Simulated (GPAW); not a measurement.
NaI (Fm-3m): refractive index against wavelength

The refractive index of NaI (Fm-3m) below the direct gap (3.34 eV on the mesh) is read from one computed spectrum, n = √(Re ε).

Cell: a, b, c = 4.577, 4.577, 4.577 Å (primitive vectors), 2 atoms.

Method: GPAW 26.7.0, LDA, RPA, k-mesh 16×16×16, local fields up to 50 eV, Lorentzian half width 0.1 eV.

Launch of the response step: `OMP_NUM_THREADS=1 python df.py`. The run took 4.8 min, its band step included, on 1 thread of Arm Neoverse V1 (shared host).

```tsv
wavelength (nm)	photon energy E (eV)	n
1550	0.800	1.7957
1310	0.946	1.7994
1064	1.165	1.8064
850	1.459	1.8185
700	1.771	1.8354
633	1.959	?
532	2.331	1.8788
```

In the single-oscillator model n² − 1 = E₀E_d/(E₀² − E²), so 1/(n² − 1) = E₀/E_d − E²/(E₀E_d) is linear in E².

Working, on the rows shown:

| x = E² (eV²) | y = 1/(n² − 1) |
| --- | --- |
| 0.639837 | 0.449531 |
| 0.895757 | 0.446859 |
| 1.35784 | 0.441875 |
| 2.12762 | 0.433474 |
| 3.13716 | 0.422174 |
| 5.43137 | 0.395274 |

Means: x̄ = 2.2649, ȳ = 0.43153. Σ(x − x̄)(y − ȳ) = -0.1829, Σ(x − x̄)² = 16.14. Slope = -0.1829 / 16.14 = -0.01133; intercept = ȳ − slope · x̄ = 0.45718. Turned back into n, the line misses the rows shown by at most 0.0008.

Question: Predict the last column of the withheld row from the fit.

Answer: At x = 3.8364 the line gives y = 0.41373, that is 1.8485. The run gave 1.8478, so the interpolation is off by 0.00072, 0.9 % of the range in the table.

Refitted with all rows, the slope is -0.01129 and the intercept 0.45717. These give E₀ = √(intercept/−slope) = 6.36 eV and E_d = E₀/intercept = 13.9 eV; E₀ is 1.9 times the direct gap. The electronic limit at long wavelengths, without lattice vibrations, is n = √(1 + 1/intercept) = 1.785. Excitons are left out; LDA gaps are as a rule too small. The values come from a sum over the points of one k-mesh and carry its error, which grows as the direct gap shrinks. Spin-orbit coupling is left out.

[Logs are printed without paths, hosts, clocks, repeated set-up lines and the standing remarks that a program may print on its own settings, such as how far it seeks lower states.]
